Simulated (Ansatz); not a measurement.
# A bimetallic surface: Li on Ti(0001), three quarters in the top layer, both faces, part 5 of 5

Wanted: the photoemission signature of Li on Ti(0001), three quarters in the top layer, both faces.

Ansatz 0.2.0; DFT, PBEsol, plane-wave PAW, default files, scalar-relativistic (the session's first sound run).

So far, work function, upper face (eV): step 2 (the clean face, PBEsol) 4.50; step 3 (relaxing the atoms, PBEsol) 3.40; step 4 (layer-resolved bands, DOS and potential, PBEsol) 3.40; step 6 (with LDA) 3.48.

### Step 7. Other settings

This step: DFT, PBEsol, plane-wave PAW, default files, scalar-relativistic; changed: scf.occupations.method = "methfessel_paxton", scf.occupations.width = 0.01 (Ansatz 0.2.0).

Some settings are changed to see whether the read-outs move.

File input.yaml:

```yaml
crystal:
  lattice:
    - [5.88, 0.0, 0.0]
    - [2.94, 5.0922293743, 0.0]
    - [0.0, 0.0, 23.3]
  atoms:
    - { symbol: Li, position: [0.0013963321, 0.0013963321, 0.7003300641] }
    - { symbol: Li, position: [0.4972073359, 0.0013963321, 0.7003300641] }
    - { symbol: Li, position: [0.0013963321, 0.4972073359, 0.7003300641] }
    - { symbol: Ti, position: [0.5, 0.5, 0.6786658267] }
    - { symbol: Ti, position: [0.8255989072, 0.3372005464, 0.5940265608] }
    - { symbol: Ti, position: [0.3372005464, 0.3372005464, 0.5940265608] }
    - { symbol: Ti, position: [0.8333333333, 0.8333333333, 0.5993815131] }
    - { symbol: Ti, position: [0.3372005464, 0.8255989072, 0.5940265608] }
    - { symbol: Ti, position: [0.0, 0.0, 0.5] }
    - { symbol: Ti, position: [0.5, 0.0, 0.5] }
    - { symbol: Ti, position: [0.0, 0.5, 0.5] }
    - { symbol: Ti, position: [0.5, 0.5, 0.5] }
    - { symbol: Ti, position: [0.8255989072, 0.3372005464, 0.4059734392] }
    - { symbol: Ti, position: [0.3372005464, 0.3372005464, 0.4059734392] }
    - { symbol: Ti, position: [0.8333333333, 0.8333333333, 0.4006184869] }
    - { symbol: Ti, position: [0.3372005464, 0.8255989072, 0.4059734392] }
    - { symbol: Li, position: [0.0013963321, 0.0013963321, 0.2996699359] }
    - { symbol: Li, position: [0.4972073359, 0.0013963321, 0.2996699359] }
    - { symbol: Li, position: [0.0013963321, 0.4972073359, 0.2996699359] }
    - { symbol: Ti, position: [0.5, 0.5, 0.3213341733] }
kpoints:
  mp_grid: { grid: [6, 6, 1] }
scf:
  occupations: { method: methfessel_paxton, width: 0.01 }
  n_extra_bands: 20
hamiltonian:
  xc: pbesol
  pseudopotentials: { kind: paw }
output:
  forces: true
  write_potential: true
  volumetric_format: []
  dos:
    projected:
      site_lists:
        layer_1: [3, 2, 1, 0]
        layer_2: [4, 5, 6, 7]
        layer_3: [8, 9, 10, 11]
        other_layers: [12, 13, 14, 15, 16, 17, 18, 19]
    de: 0.05
    e_range: [-30, 12]
    method: { smearing: { sigma: 0.15, scheme: gaussian } }
```

Launch:

```sh
> ansatz run input.yaml --threads 4 --pin off --max-ram 14336MiB --backend cpu --events-out ev --progress --plain --runs-dir out
```

Numbers of over 12 decimals in the logs are rounded to 6 here.

The program printed:

```text
[...]
Crystal: 20 atoms, lattice volume = 697.656 Å³
Basis set: ecut = 420 eV, 13589 PW (Γ), exchange–correlation on 80×80×320 points (8 copies of the dense FFT grid, shifted against one another)
Bands: 113, of which v1, the nominal top of the filled ones, is band 93 counted from 1 (92 counted from 0)
Symmetry: 12 space group operations
[...]
k-points: 7 of 36 (time reversal used)
[...]
SCF iter   1: F=—  HF=-35845.575223 eV  |F-HF|=—  |Δ(HF+E_count)|=         —  Δρ=8.48e-3  dr2=4.04e0  ethr=1.77e-3  ⟨swp⟩=12.3  Hψ=3916  notcnv=0  defer=8
[...]
SCF iter  11: F=-35845.407363 eV  HF=-35845.407363 eV  |F-HF|=4.73e-8  |Δ(HF+E_count)|=  4.29e-10  S|Δr|=    0.00e0  Δρ=1.52e-6  dr2=8.12e-8  ethr=5.38e-11  ⟨swp⟩=32.1  Hψ=6157  notcnv=0
SCF 1 converged in 11 iterations: F = -35845.407363 eV  dr2 = 8.12e-8
[...]
SCF converged after 11 iterations
Stability not checked: this state was not tested for a lower state beside it, because cold or Methfessel-Paxton smearing, or corrected tetrahedra, fill the levels in a way that the test cannot read (fill_not_monotonic; see scf.lower_state_search)
Free energy (F): -35845.407363 eV
[...]
Internal energy: -35845.407238 eV  (E = F + TS)
E sigma→0 (E₀):  -35845.407332 eV
Entropy (-TS):   -0.000125 eV (-0.006 meV/atom)
Fermi energy:    3.228437 eV
[...]
--- Forces (eV/Å), atoms counted from 1 ---
  atom   1  Li     0.00624133     0.00360343     0.00168635
  atom   2  Li    -0.00624133     0.00360343     0.00168635
  atom   3  Li    -0.00000000    -0.00720686     0.00168635
  atom   4  Ti    -0.00000000    -0.00000000    -0.02964217
  atom   5  Ti    -0.00747111     0.00431345     0.00843685
  atom   6  Ti     0.00747111     0.00431345     0.00843685
  atom   7  Ti     0.00000000    -0.00000000     0.02810387
  atom   8  Ti    -0.00000000    -0.00862689     0.00843685
  atom   9  Ti    -0.18287959    -0.10558558    -0.00000000
  atom  10  Ti     0.18287959    -0.10558558    -0.00000000
  atom  11  Ti     0.00000000     0.21117116    -0.00000000
  atom  12  Ti     0.00000000    -0.00000000    -0.00000000
  atom  13  Ti    -0.00747111     0.00431345    -0.00843685
  atom  14  Ti     0.00747111     0.00431345    -0.00843685
  atom  15  Ti     0.00000000    -0.00000000    -0.02810387
  atom  16  Ti    -0.00000000    -0.00862689    -0.00843685
  atom  17  Li     0.00624133     0.00360343    -0.00168635
  atom  18  Li    -0.00624133     0.00360343    -0.00168635
  atom  19  Li    -0.00000000    -0.00720686    -0.00168635
  atom  20  Ti    -0.00000000    -0.00000000     0.02964217
  max |Σ_I F_I| component: 3.47e-17 eV/Å
--- Band table (eV; the first three rows and the last of 7) ---
  k-point 0: bands = [... 89 lower, 3.0925, 3.2816, 3.3658, 3.3869, 3.3869, 3.4235, 3.4235, 3.5764, ... 16 higher]
  k-point 1: bands = [... 89 lower, 3.0982, 3.1855, 3.1893, 3.3812, 3.3909, 3.4240, 3.4803, 3.5583, ... 16 higher]
  k-point 2: bands = [... 89 lower, 3.0317, 3.0413, 3.1603, 3.2201, 3.2332, 3.3554, 3.3724, 3.3912, ... 16 higher]
  k-point 6: bands = [... 89 lower, 2.8419, 2.8429, 2.8480, 2.9103, 3.0247, 3.3166, 3.3466, 3.3550, ... 16 higher]
```

Wall time 27 s (4 threads of Arm Neoverse V1, shared host); peak memory 1.8 GiB.

This step gave:

| Quantity | Value |
| --- | --- |
| free energy | -35845.4074 eV |
| Fermi energy | 3.228 eV |
| DOS at the Fermi level | 28.61 states/eV/cell |
| work function, upper face | 3.404 eV |
| work function, lower face | 3.404 eV |

* holds the states left over by the projection beside any projected weight of its own, shared among the starred shells. DOS against E, zero at the Fermi level; read off at these points; values in states/eV/cell:

```
E (eV)   total    Ti 3d   Ti 4s    Li 2s  Ti 4p*   Li 2p*
 -7.62       0        0       0        0       0        0
 -7.33       0        0       0        0       0        0
 -6.92       0        0       0        0       0        0
 -6.62       0        0       0        0       0        0
 -6.33       0        0       0        0       0        0
 -5.92  0.0569   1.3e-4  0.0545  0.00185  3.7e-4   4.3e-5
 -5.62    1.10  0.00341    1.05   0.0362  0.0104   8.0e-4
 -5.22    1.37   0.0121    1.29   0.0450  0.0222   9.0e-4
 -4.92   0.926   0.0119   0.866   0.0309  0.0169   6.1e-4
 -4.62    2.04   0.0662    1.80    0.128  0.0452  0.00164
 -4.22    2.32    0.117    1.95    0.199  0.0541  0.00239
 -3.92    1.82    0.112    1.47    0.199  0.0436  0.00238
 -3.62    5.13    0.549    4.06    0.377   0.138  0.00820
 -3.23    2.99    0.542    1.90    0.465  0.0729  0.00767
 -2.92    9.42     2.53    5.71    0.905   0.249   0.0314
 -2.62    7.10     2.97    3.17    0.776   0.151   0.0280
 -2.23    16.1     9.72    4.61     1.35   0.353   0.0899
 -1.93    18.8     13.1    3.41     1.78   0.417    0.128
 -1.62    17.7     13.5    2.27     1.18   0.544    0.181
 -1.32    30.7     25.0    2.01     2.17    1.12    0.391
 -1.23    28.4     23.4    1.92     1.67    1.03    0.363
 -0.93    14.8     12.4   0.715    0.679   0.700    0.262
 -0.53    25.7     21.0    1.59     1.33    1.31    0.510
 -0.23    26.1     21.1    1.14     1.97    1.30    0.515
 -0.03    26.9     22.2    1.13     1.71    1.37    0.545
  0.07    33.9     28.3    1.40     1.69    1.73    0.691
  0.17    37.7     31.4    1.68     1.68    2.07    0.835
  0.47    24.6     18.5    1.43     1.82    2.07    0.856
  0.78    34.8     28.4    1.37     1.64    2.39    0.987
```

This run's widths, added to any smearing of the DOS itself: Gaussian 0.45 eV, Lorentzian 0.2 eV. Intensity against binding energy, zero at the Fermi level; values in % of the maximum within 13 eV:

```
binding energy (eV)  21.2 eV  150 eV  1486.7 eV  5950 eV
               -1.0     2.60    2.59       2.62     1.58
               -0.5     8.03    8.12       7.56     3.81
                0.0     60.1    61.3       54.1     23.6
                0.5     97.6    97.1       91.8     43.9
                1.0     87.7    85.5       85.1     43.6
                1.5     91.4    86.9       98.4     65.4
                2.0     65.2    61.1       91.8     93.6
                2.5     35.3    33.0       71.2     97.3
                3.0     13.7    13.0       50.4     87.6
                3.5     5.90    5.80       36.4     69.9
                4.0     3.01    3.11       26.4     52.7
                4.5     1.89    2.06       22.6     46.4
                5.0     1.04    1.18       13.9     28.8
                5.5    0.707   0.815       10.0     20.9
                6.0    0.431   0.451       3.10     6.10
                6.5    0.310   0.305      0.963     1.60
                7.0    0.250   0.245      0.616    0.940
                7.5    0.208   0.203      0.458    0.663
```

Spectra as before, but with a recipe of its own (widths, and in some runs the light), which changes peak heights and what is resolved: Gaussian 0.45 eV, Lorentzian 0.2 eV plus 0 times the binding energy, unpolarised light, analyser at 60°, emission 60° from the normal, Fermi edge at 77 K; some photon energies differ too.

The two runs compared:

```
                               quantity  this run  base run  difference
         work function, upper face (eV)    3.4041    3.3981     0.00600
         work function, lower face (eV)    3.4041    3.3981     0.00600
DOS at the Fermi level (states/eV/cell)    28.606    27.829       0.777
```

The work function move by 0.01 eV at most against the base run, so this change doesn't matter for them.

### Step 8. Outcome

* work function: 3.40 eV
* change from the clean face: -1.11 eV
* Ti 3d centre of the filled part above −10 eV, from the plotted curve, layer 3: -1.37 eV
* Ti 3d centre of the filled part above −10 eV, from the plotted curve, layer 1: -0.84 eV

The Fermi level of Li on Ti(0001), three quarters in the top layer, both faces lies 3.40 eV below the vacuum, a change of -1.11 eV from the clean face. Only the strongest levels a point were stored, too few to count surface states. A full set of core levels wasn't obtained: the run with holes failed. In the main run, from 1486.7 eV towards hard X-rays the Ti 4s share grows by 42 points, as its cross section falls more slowly with photon energy than those of the shells it gains on. With LDA, the work function moves from 3.40 to 3.48 eV. The slab's own atoms span 9.3 Å, so bulk bands appear as a few quantum-well levels, and states of the two faces can mix.

[Logs are printed without paths, hosts, clocks, repeated set-up lines and the standing remarks that a program may print on its own settings, such as how far it seeks lower states.]

[Hosts, paths, dates, database ids (printed as entryN), source tags and the programs' standing remarks are cut or masked in the printed files.]

[Maps of the electrostatic potential energy from Ansatz leave out the sawtooth potential of an applied field or a dipole correction, so their vacuum need not be flat; work functions include it.]
